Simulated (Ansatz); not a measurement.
**The Ti2COF MXene monolayer under a gate**

Wanted: Fermi level and gate voltage of the Ti2COF MXene monolayer as it is charged.

Method: plane-wave DFT, PBE-D3(BJ), Ansatz PAW, in Ansatz 0.2.0.

Report form: the programs' logs are mostly left out.

## 1. The starting structure

The cell holds 5 atoms: 1 F, 2 Ti, 1 C and 1 O. Cell: a = 3.100 Å, b = 3.100 Å, c = 39.959 Å, α = 90.0°, β = 90.0°, γ = 120.0°. Vacuum lies along c.

## 2. Relaxation

The starting cell is a guess, so the in-plane lattice and the atoms are relaxed first, with the slab cut off from its images along the normal.

File input.yaml:

```yaml
crystal:
  lattice:
    - [3.10024, 0.0, 0.0]
    - [-1.55012, 2.6848865978, 0.0]
    - [0.0, 0.0, 39.9592805664]
  atoms:
    - { symbol: F, position: [0.3333333333, 0.6666666667, 0.4442021915] }
    - { symbol: Ti, position: [0.6666666667, 0.3333333333, 0.4670874471], spin: 1.0 }
    - { symbol: C, position: [0.0, 0.0, 0.4977004133] }
    - { symbol: Ti, position: [0.3333333333, 0.6666666667, 0.5283133795], spin: 1.0 }
    - { symbol: O, position: [0.6666666667, 0.3333333333, 0.5557978085] }
  periodic: [true, true, false]
magnetization:
  spin_polarized: true
kpoints:
  mp_grid: { grid: [12, 12, 1] }
hamiltonian:
  xc: pbe
  dispersion: d3bj
scf:
  occupations: { method: fermi_dirac, width: 0.05 }
  convergence: { dr2_threshold: 1.0e-09 }
relax:
  f_tol: 0.004
  max_steps: 90
  cell: {}
output:
  write_potential: true
  write_density: true
  volumetric_format: npy
```

Run with:

```
$ ansatz run input.yaml --threads 4 --pin off --max-ram 12288MiB --backend cpu --events-out ev --progress --plain --runs-dir out
```

It took 2.3 min on 4 threads of Arm Neoverse V1, shared host; peak memory 0.82 GiB; 9 min of CPU time.

Relaxation path:

| step | energy less that of the first step (eV) | largest force component (eV/Å) | volume (Å³) |
| --- | --- | --- | --- |
| 1 | 0.0000 | 4.3370 | 332.61 |
| 2 | -0.9465 | 1.6141 | 316.85 |
| 3 | -1.0017 | 0.7609 | 311.67 |
| 4 | -1.0224 | 0.1583 | 311.88 |
| 5 | -1.0238 | 0.0221 | 312.96 |
| 6 | -1.0237 | 0.0074 | 313.20 |
| 7 | -1.0237 | 0.0128 | 313.28 |
| 8 | -1.0237 | 0.0003 | 313.25 |
| 9* | -1.0160 | 0.0011 | 313.25 |
| 10 | -1.0163 | 0.0020 | 312.85 |
| 11* | -1.0161 | 0.0020 | 312.85 |

Relaxation steps marked * repeat the geometry before them on a plane-wave basis chosen anew for their cell, so energy and pressure can jump there. Relaxation step 7 was tried and not accepted.

Forces are held to the 6 operations that the run works with; a distortion that breaks them can't arise in this run.

| cell as run | before | after | change |
| --- | --- | --- | --- |
| a (Å) | 3.100 | 3.007 | -3.0 % |
| b (Å) | 3.100 | 3.007 | -3.0 % |

The atoms that moved most (Å, along periodic axes as changes of fractional coordinates times the final cell, across vacuum about the mean position):

| atom | dx | dy | dz | length |
| --- | --- | --- | --- | --- |
| F1 | 0.000 | 0.000 | -0.237 | 0.237 |
| Ti4 | 0.000 | 0.000 | 0.133 | 0.133 |
| Ti2 | 0.000 | 0.000 | 0.107 | 0.107 |
| O5 | 0.000 | 0.000 | -0.027 | 0.027 |
| C3 | 0.000 | 0.000 | 0.024 | 0.024 |

Final coordinates:

```cif
data_structure
_symmetry_space_group_name_H-M 'P 1'
_symmetry_Int_Tables_number 1
_cell_length_a 3.0067
_cell_length_b 3.0067
_cell_length_c 39.9593
_cell_angle_alpha 90.000
_cell_angle_beta 90.000
_cell_angle_gamma 120.000
_cell_volume 312.85
loop_
_atom_site_label
_atom_site_type_symbol
_atom_site_fract_x
_atom_site_fract_y
_atom_site_fract_z
_atom_site_occupancy
F1 F 0.33333 0.66667 0.43827 1
Ti2 Ti 0.66667 0.33333 0.46977 1
C3 C 0.00000 0.00000 0.49830 1
Ti4 Ti 0.33333 0.66667 0.53164 1
O5 O 0.66667 0.33333 0.55511 1
```

This step gave:

| Quantity | Value |
| --- | --- |
| energy at zero smearing | -6632.4174 eV |

The lattice constant a goes from 3.100 to 3.007 Å.

## 3. Gated layer, added electrons 0, start network

The slab is cut off from its images along the normal. A charged sheet stands for each gate, the layer takes the opposite charge, and a barrier ahead of the sheet keeps electrons from leaking to it. The uncharged case sets the zero; a dense mesh is needed because few carriers fill a small part of the zone.

The cell differs from the one that the last finished run ended in (c 39.959 → 39.169 Å).

File input.yaml:

```yaml
crystal:
  lattice:
    - [3.0067496033, 0.0, 0.0]
    - [-1.5033748017, 2.6039215393, 0.0]
    - [0.0, 0.0, 39.1687562028]
  atoms:
    - { symbol: F, position: [0.3333333333, 0.6666666667, 0.4404020365] }
    - { symbol: Ti, position: [0.6666666667, 0.3333333333, 0.4725371023] }
    - { symbol: C, position: [0.0, 0.0, 0.5016368026] }
    - { symbol: Ti, position: [0.3333333333, 0.6666666667, 0.535656268] }
    - { symbol: O, position: [0.6666666667, 0.3333333333, 0.5595979635] }
  periodic: [true, true, false]
  symmetry: { detect: true }
kpoints:
  mp_grid: { grid: [54, 54, 1] }
  band_path:
    path: [[0, 0, 0], [0.5, 0, 0], [0.33333333, 0.33333333, 0], [0, 0, 0]]
    npoints: 16
hamiltonian:
  xc: pbe
  dispersion: d3bj
scf:
  occupations: { method: fermi_dirac, width: 0.02585 }
  convergence: { dr2_threshold: 1.0e-10 }
output:
  forces: true
  eigenvalues: true
  dos: { projected: true, e_range: [-3, 3], de: 0.01 }
  write_potential: true
  write_density: true
  volumetric_format: npy
  elf: true
external_charges:
  - { charge: 0, barrier: 10, axis: 3, height: 26.419, sigma: 0.25 }
```

Run time: 1.7 min. Hardware: 4 threads; peak memory 1.8 GiB.

Numbers from this step:

| Quantity | Value |
| --- | --- |
| energy at zero smearing | -6632.4209 eV |
| potential beyond the upper barrier and gate, less the barrier, from the Fermi level | 6.109 eV |

Running mean over a fixed 2.8 Å (it still follows the layers) of the planar mean; beyond a gate it holds the 10 eV model barrier. Electron's electrostatic potential energy less the Fermi level against z:

| z (Å) | electron's electrostatic potential energy less the Fermi level (eV) |
| --- | --- |
| 4 | 4.56 |
| 6 | 4.56 |
| 8 | 4.56 |
| 10 | 4.56 |
| 12 | 4.56 |
| 14 | 4.56 |
| 16 | 2.19 |
| 18 | -8.45 |
| 20 | -10.1 |
| 22 | -4.58 |
| 24 | 5.90 |
| 26 | 9.59 |
| 28 | 16.0 |
| 30 | 16.1 |
| 32 | 16.1 |
| 34 | 16.1 |

The density of states has structure finer than the step of the table below, so its rows give means over 0.1 eV, whole bins alone (the curve runs from -3 to 1.99 eV). Peaks (eV: height): -2.73: 6.04, -2.35: 8.46, -0.43: 4.29, 0.97: 7.22, 1.47: 11.7, 1.59: 13.2, 1.90: 7.80.

Density of states against energy, zero at the Fermi level; means over each step:

| energy (eV) | density of states (states/eV a cell) |
| --- | --- |
| -2.9 | 2.95 |
| -2.8 | 3.14 |
| -2.7 | 3.42 |
| -2.6 | 2.86 |
| -2.5 | 3.40 |
| -2.4 | 5.09 |
| -2.3 | 3.30 |
| -2.2 | 1.63 |
| -2.1 | 1.14 |
| -2.0 | 0.893 |
| -1.9 | 0.761 |
| -1.8 | 0.615 |
| -1.7 | 0.00412 |
| -1.6 | 0 |
| -1.5 | 0 |
| -1.4 | 0 |
| -1.3 | 0 |
| -1.2 | 0 |
| -1.1 | 0 |
| -1.0 | 0 |
| -0.9 | 0 |
| -0.8 | 0 |
| -0.7 | 0 |
| -0.6 | 0 |
| -0.5 | 0.0898 |
| -0.4 | 2.57 |
| -0.3 | 2.14 |
| -0.2 | 2.07 |
| -0.1 | 2.11 |
| 0.0 | 2.26 |
| 0.1 | 2.88 |
| 0.2 | 2.43 |
| 0.3 | 1.65 |
| 0.4 | 1.72 |
| 0.5 | 3.01 |
| 0.6 | 2.15 |
| 0.7 | 1.51 |
| 0.8 | 1.37 |
| 0.9 | 2.02 |
| 1.0 | 3.47 |
| 1.1 | 2.18 |
| 1.2 | 2.36 |
| 1.3 | 1.92 |
| 1.4 | 3.31 |
| 1.5 | 7.38 |
| 1.6 | 10.8 |
| 1.7 | 6.90 |
| 1.8 | 5.64 |
| 1.9 | 6.64 |

Projected DOS per atom over height of the atomic layer and energy from the Fermi level. Layers: F Ti C Ti O from below.

Values in states/eV, 22 rows by 5 columns, each cell a mean:
```
0.14 3.20 0.13 2.39 0.13
0.13 3.75 0.20 3.99 0.28
0.09 2.36 0.12 2.06 0.13
0.11 1.58 0.07 0.37 0.03
0.13 1.77 0.11 0.53 0.14
0.08 0.99 0.06 0.32 0.04
0.10 1.52 0.09 0.73 0.10
0.06 1.06 0.07 0.53 0.08
0.10 1.47 0.13 0.68 0.18
0.06 1.09 0.14 0.52 0.26
0.03 0.83 0.15 0.42 0.35
0.00 0.00 0.00 0.00 0.00
0.00 0.00 0.00 0.00 0.00
0.00 0.00 0.00 0.00 0.00
0.00 0.00 0.00 0.00 0.00
0.00 0.00 0.00 0.00 0.00
0.02 0.13 0.14 0.01 0.04
0.05 0.30 0.36 0.06 0.11
0.09 0.50 0.79 0.19 0.37
0.14 0.91 1.81 0.41 0.96
0.10 0.57 1.11 0.33 0.95
0.07 0.55 1.03 0.42 1.02
```
Columns: height of the atomic layer (Å) from 17.2 to 21.9 (not evenly spaced); rows upwards: energy from the Fermi level (eV) from -2.98 to 1.97.

Electronic bands along the path, in eV, zero at the Fermi level:

| point | band 17 | band 18 | band 19 | band 20 | band 21 | band 22 | band 23 | band 24 |
| --- | --- | --- | --- | --- | --- | --- | --- | --- |
| Γ | -4.72 | -2.75 | -1.75 | -1.75 | 0.36 | 0.36 | 0.97 | 1.45 |
| halfway | -4.42 | -3.56 | -2.57 | -2.27 | -0.21 | 1.03 | 1.12 | 1.62 |
| M | -4.31 | -3.79 | -3.29 | -2.33 | -0.44 | 1.42 | 1.98 | 2.18 |
| halfway | -4.12 | -4.04 | -3.42 | -2.67 | 0.01 | 1.50 | 1.53 | 2.01 |
| K | -4.72 | -3.72 | -3.52 | -3.03 | 0.67 | 1.23 | 1.39 | 1.74 |
| halfway | -4.41 | -3.68 | -2.74 | -2.54 | 0.18 | 0.43 | 1.59 | 1.83 |
| Γ | -4.72 | -2.75 | -1.75 | -1.75 | 0.36 | 0.36 | 0.97 | 1.45 |

ELF in the ca plane at fractional y = 0.333, with atoms of Ti and O within 0.2 Å of it. It is the smooth field of the valence electrons, not physical close to the nuclei.

Ten even steps from '0' (0.00) to '9' (0.83), each cell a mean:
```
00000000000000000001212553254213799752000000
00000000000000000000016656322127989973100000
00000000000000000000027316411138848984100000
00000000000000000000015766222126989973100000
00000000000000000012211442355212688741000000
00000000000000000135651114786221123210000000
00000000000000000136762137886222100000000000
00000000000000000024541113686211134310000000
```
Columns run along c (16.0 Å, from fractional 0.25 to 0.66 of the cell), rows up along a (3.0 Å). Atoms in or near the plane, at fractional coordinates: Ti at (0.47, 0.67), O at (0.56, 0.67).

Valence density in the ca plane at fractional y = 0.333, with atoms of Ti and O within 0.2 Å of it. It is the smooth field of the valence electrons, not physical close to the nuclei.

Ten steps, logarithmic in the rise over the least value, from '0' (0.0 e/Å³) to '9' (9.2 e/Å³), each cell a mean:
```
00000000000000001224664332224554200000000000
00000000000000000137997422235787410000000000
00000000000000000148998422236898410000000000
00000000000000000137996322235786410000000000
00000000000000001224554332233454200000000000
00000000000000012332233343343321100000000000
00000000000000013332223444444211000000000000
00000000000000012322233333333322100000000000
```
Columns run along c (16.0 Å, from fractional 0.28 to 0.69 of the cell), rows up along a (3.0 Å). Atoms in or near the plane, at fractional coordinates: Ti at (0.47, 0.67), O at (0.56, 0.67).

Electrostatic potential energy in the ca plane at fractional y = 0.333, with atoms of Ti and O within 0.2 Å of it. With pseudopotentials it is smooth inside the atoms' cores, unlike the true potential.

Ten even steps from '0' (-42 eV) to '9' (11 eV), each cell a mean:
```
77777777777642135666666567788888888899999999
77777777776520003677662005788888888899999999
77777777776410002677760004788888888899999999
77777777776520003677662015788888888899999999
77777777777643235666656567888888888899999999
77777777777666566665445677788888888899999999
77777777777666666665434677788888888899999999
77777777777665566665445677788888888899999999
```
Columns run along c (16.0 Å, from fractional 0.34 to 0.75 of the cell; values clipped at the 3rd and 97th percentile), rows up along a (3.0 Å). Atoms in or near the plane, at fractional coordinates: Ti at (0.47, 0.67), O at (0.56, 0.67).

There is no gap.

## 4. Gated layer, added electrons 0.5×10¹³ per cm²

Edit input.yaml of step 3 so:

```diff
@@ -13,2 +13,3 @@
   symmetry: { detect: true }
+total_charge: -0.003915
 kpoints:
@@ -27,3 +28,2 @@
   eigenvalues: true
-  dos: { projected: true, e_range: [-3, 3], de: 0.01 }
   write_potential: true
@@ -31,4 +31,4 @@
   volumetric_format: npy
-  elf: true
 external_charges:
   - { charge: 0, barrier: 10, axis: 3, height: 26.419, sigma: 0.25 }
+  - { charge: 0.003915, axis: 3, height: 27.919, sigma: 0.5 }
```

It took 2 min on 4 threads; peak memory 1.8 GiB; 8.1 min of CPU time.

This step gave:

- energy at zero smearing: -6632.4439 eV
- potential beyond the upper barrier and gate, less the barrier, from the Fermi level: 5.614 eV

The electronic bands at the labelled points (eV, zero at the Fermi level):

| point | band 17 | band 18 | band 19 | band 20 | band 21 | band 22 | band 23 | band 24 |
| --- | --- | --- | --- | --- | --- | --- | --- | --- |
| Γ | -4.73 | -2.75 | -1.75 | -1.75 | 0.36 | 0.36 | 0.97 | 1.45 |
| halfway | -4.43 | -3.57 | -2.58 | -2.27 | -0.21 | 1.03 | 1.12 | 1.61 |
| M | -4.32 | -3.80 | -3.29 | -2.33 | -0.44 | 1.41 | 1.98 | 2.18 |
| halfway | -4.13 | -4.04 | -3.43 | -2.67 | 0.01 | 1.49 | 1.53 | 2.01 |
| K | -4.73 | -3.73 | -3.53 | -3.04 | 0.67 | 1.23 | 1.39 | 1.74 |
| halfway | -4.42 | -3.68 | -2.74 | -2.54 | 0.18 | 0.43 | 1.59 | 1.83 |
| Γ | -4.73 | -2.75 | -1.75 | -1.75 | 0.36 | 0.36 | 0.97 | 1.45 |

Force by atom:

| atom | x (eV/Å) | y (eV/Å) | z (eV/Å) | size |
| --- | --- | --- | --- | --- |
| F1 | 0.0000 | 0.0000 | 0.0063 | 0.0063 |
| Ti2 | 0.0000 | 0.0000 | -0.0192 | 0.0192 |
| C3 | 0.0000 | 0.0000 | 0.0268 | 0.0268 |
| Ti4 | 0.0000 | 0.0000 | -0.0577 | 0.0577 |
| O5 | 0.0000 | 0.0000 | 0.0438 | 0.0438 |

Against the uncharged case this takes +0.50 V.

## 5. Gated layer, added electrons -0.5×10¹³ per cm²

Edit input.yaml of step 4 so:

```diff
@@ -13,3 +13,3 @@
   symmetry: { detect: true }
-total_charge: -0.003915
+total_charge: 0.003915
 kpoints:
@@ -33,2 +33,2 @@
   - { charge: 0, barrier: 10, axis: 3, height: 26.419, sigma: 0.25 }
-  - { charge: 0.003915, axis: 3, height: 27.919, sigma: 0.5 }
+  - { charge: -0.003915, axis: 3, height: 27.919, sigma: 0.5 }
```

It took 2 min on 4 threads; peak memory 1.8 GiB; 8 min of CPU time.

The electronic bands at the labelled points (eV, zero at the Fermi level):

| point | band 17 | band 18 | band 19 | band 20 | band 21 | band 22 | band 23 | band 24 |
| --- | --- | --- | --- | --- | --- | --- | --- | --- |
| Γ | -4.71 | -2.74 | -1.75 | -1.75 | 0.36 | 0.36 | 0.98 | 1.45 |
| halfway | -4.42 | -3.56 | -2.56 | -2.27 | -0.20 | 1.03 | 1.12 | 1.62 |
| M | -4.30 | -3.78 | -3.29 | -2.33 | -0.43 | 1.42 | 1.98 | 2.18 |
| halfway | -4.11 | -4.03 | -3.42 | -2.66 | 0.01 | 1.50 | 1.53 | 2.01 |
| K | -4.72 | -3.71 | -3.52 | -3.02 | 0.67 | 1.23 | 1.39 | 1.75 |
| halfway | -4.40 | -3.67 | -2.74 | -2.53 | 0.18 | 0.43 | 1.59 | 1.83 |
| Γ | -4.71 | -2.74 | -1.75 | -1.75 | 0.36 | 0.36 | 0.98 | 1.45 |

Against the uncharged case this takes -0.50 V.

## 6. Gated layer, added electrons 2×10¹³ per cm²

Edit input.yaml of step 5 so:

```diff
@@ -13,3 +13,3 @@
   symmetry: { detect: true }
-total_charge: 0.003915
+total_charge: -0.015659
 kpoints:
@@ -33,2 +33,2 @@
   - { charge: 0, barrier: 10, axis: 3, height: 26.419, sigma: 0.25 }
-  - { charge: -0.003915, axis: 3, height: 27.919, sigma: 0.5 }
+  - { charge: 0.015659, axis: 3, height: 27.919, sigma: 0.5 }
```

The job ended after 2 min (4 threads; peak memory 1.8 GiB; 7.8 min of CPU time).

Against the uncharged case this takes +1.98 V.

## 7. Gated layer, added electrons -2×10¹³ per cm²

Edit input.yaml of step 6 so:

```diff
@@ -13,3 +13,3 @@
   symmetry: { detect: true }
-total_charge: -0.015659
+total_charge: 0.015659
 kpoints:
@@ -33,2 +33,2 @@
   - { charge: 0, barrier: 10, axis: 3, height: 26.419, sigma: 0.25 }
-  - { charge: 0.015659, axis: 3, height: 27.919, sigma: 0.5 }
+  - { charge: -0.015659, axis: 3, height: 27.919, sigma: 0.5 }
```

The job ended after 2 min (4 threads; peak memory 1.8 GiB).

The electronic bands at the labelled points (eV, zero at the Fermi level):

| point | band 17 | band 18 | band 19 | band 20 | band 21 | band 22 | band 23 | band 24 |
| --- | --- | --- | --- | --- | --- | --- | --- | --- |
| Γ | -4.69 | -2.72 | -1.75 | -1.75 | 0.36 | 0.36 | 0.99 | 1.46 |
| halfway | -4.39 | -3.55 | -2.55 | -2.26 | -0.20 | 1.03 | 1.12 | 1.63 |
| M | -4.27 | -3.74 | -3.29 | -2.32 | -0.42 | 1.43 | 1.98 | 2.18 |
| halfway | -4.08 | -4.02 | -3.41 | -2.64 | 0.02 | 1.50 | 1.54 | 2.01 |
| K | -4.70 | -3.69 | -3.52 | -2.99 | 0.67 | 1.23 | 1.38 | 1.75 |
| halfway | -4.38 | -3.66 | -2.73 | -2.52 | 0.19 | 0.44 | 1.59 | 1.83 |
| Γ | -4.69 | -2.72 | -1.75 | -1.75 | 0.36 | 0.36 | 0.99 | 1.46 |

Against the uncharged case this takes -1.99 V.

## 8. Gated layer, added electrons 6×10¹³ per cm²

Edit input.yaml of step 7 so:

```diff
@@ -13,3 +13,3 @@
   symmetry: { detect: true }
-total_charge: 0.015659
+total_charge: -0.046976
 kpoints:
@@ -28,2 +28,3 @@
   eigenvalues: true
+  dos: { projected: true, e_range: [-3, 3], de: 0.01 }
   write_potential: true
@@ -31,4 +32,5 @@
   volumetric_format: npy
+  elf: true
 external_charges:
   - { charge: 0, barrier: 10, axis: 3, height: 26.419, sigma: 0.25 }
-  - { charge: -0.015659, axis: 3, height: 27.919, sigma: 0.5 }
+  - { charge: 0.046976, axis: 3, height: 27.919, sigma: 0.5 }
```

Run time: 1.9 min. Hardware: 4 threads; peak memory 1.8 GiB.

Against the uncharged case this takes +5.91 V.

## 9. Gated layer, added electrons -6×10¹³ per cm²

Edit input.yaml of step 8 so:

```diff
@@ -13,3 +13,3 @@
   symmetry: { detect: true }
-total_charge: -0.046976
+total_charge: 0.046976
 kpoints:
@@ -35,2 +35,2 @@
   - { charge: 0, barrier: 10, axis: 3, height: 26.419, sigma: 0.25 }
-  - { charge: 0.046976, axis: 3, height: 27.919, sigma: 0.5 }
+  - { charge: -0.046976, axis: 3, height: 27.919, sigma: 0.5 }
```

Wall time 2.1 min (4 threads); peak memory 1.8 GiB.

Against the uncharged case this takes -5.98 V.

## 10. The series together

This step: plane-wave DFT, PBE-D3(BJ), Ansatz PAW; charging by gates (Ansatz 0.2.0).

The potential behind each gate is read from every run and counted from the uncharged case.

Voltage on the gate against the layer's Fermi level, from the uncharged case. Gate voltage against added electrons:

| added electrons (10¹³ per cm²) | gate voltage (V) |
| --- | --- |
| -6.00 | -5.98 |
| -2.00 | -1.99 |
| -0.50 | -0.496 |
| 0.00 | 0 |
| 0.50 | 0.496 |
| 2.00 | 1.98 |
| 6.00 | 5.91 |

Charge step over voltage step between neighbouring densities. Table of total capacitance by added electrons:

| added electrons (10¹³ per cm²) | total capacitance (µF/cm²) |
| --- | --- |
| -4.00 | 1.61 |
| -1.25 | 1.61 |
| -0.25 | 1.62 |
| 0.25 | 1.62 |
| 1.25 | 1.62 |
| 4.00 | 1.63 |

Work function of the face away from the gate. Table of work function of the far face by added electrons:

| added electrons (1e13 /cm²) | work function of the far face (eV) |
| --- | --- |
| -6.00 | 4.55 |
| -2.00 | 4.56 |
| -0.50 | 4.56 |
| 0.00 | 4.56 |
| 0.50 | 4.56 |
| 2.00 | 4.56 |
| 6.00 | 4.57 |

By hand: 10¹³ electrons per cm² are 0.001 e/Å², which by Gauss's law end a field of 0.181 V/Å. At 6×10¹³ holes per cm² the field towards a gate is 1.086 V/Å, which over the 6 Å from the outer atoms would drop 6.51 V; the run needs 5.98 V.

## 11. Relaxing the charged layer, added electrons -6×10¹³ per cm²

This step: plane-wave DFT, PBE-D3(BJ), Ansatz PAW (Ansatz 0.2.0).

The charged layer is pulled towards the gate and its bonds change, so the atoms are relaxed with one height held.

input.yaml, the sections that differ from step 9:

```yaml
kpoints:
  mp_grid: { grid: [18, 18, 1] }
scf:
  occupations: { method: fermi_dirac, width: 0.05 }
  convergence: { dr2_threshold: 1.0e-09 }
relax:
  f_tol: 0.003
  max_steps: 50
  constraints: [{ site: 2, fix: z }]
output:
  write_potential: true
  write_density: true
  volumetric_format: npy
# crystal, total_charge, hamiltonian, external_charges: as in step 9
```

It took 57 s on 4 threads; peak memory 0.73 GiB.

The steps of the relaxation:

| step | energy less that of the first step (eV) | largest force component (eV/Å) |
| --- | --- | --- |
| 1 | 0.0000 | 0.4728 |
| 2 | -0.0044 | 0.1232 |
| 3 | -0.0048 | 0.0170 |
| 4 | -0.0048 | 0.0323 |
| 5 | -0.0049 | 0.0073 |
| 6 | -0.0049 | 0.0001 |

Relaxation step 4 was tried and not accepted.

Forces are held to the 6 operations that the run works with; a distortion that breaks them can't arise in this run.

The atoms that moved most (Å):

| atom | dx | dy | dz | length |
| --- | --- | --- | --- | --- |
| Ti4 | 0.000 | 0.000 | 0.013 | 0.013 |
| O5 | 0.000 | 0.000 | -0.010 | 0.010 |

Final coordinates:

```xyz
5
Lattice="3.0067 0.0000 0.0000 -1.5034 2.6039 0.0000 0.0000 0.0000 39.1688" Properties=species:S:1:pos:R:3
F     0.0000    1.7359   17.2516
Ti    1.5034    0.8680   18.5093
C     0.0000    0.0000   19.6485
Ti    0.0000    1.7359   20.9942
O     1.5034    0.8680   21.9083
```

Numbers from this step:

* energy at zero smearing: -6632.0053 eV
* potential beyond the upper barrier and gate, less the barrier, from the Fermi level: 11.87 eV

The relaxation took 6 steps and lowered the energy by 0.0049 eV; the largest force on the free atoms ends at 1.1e-4 eV/Å.

(Part 1 of 2 ends here.)

[Logs are printed without paths, hosts, clocks, repeated set-up lines and the standing remarks that a program may print on its own settings, such as how far it seeks lower states.]

[Hosts, paths, dates, database ids (printed as entryN), source tags and the programs' standing remarks are cut or masked in the printed files.]

[Maps of the electrostatic potential energy from Ansatz leave out the sawtooth potential of an applied field or a dipole correction, so their vacuum need not be flat; planar profiles and work functions include it.]
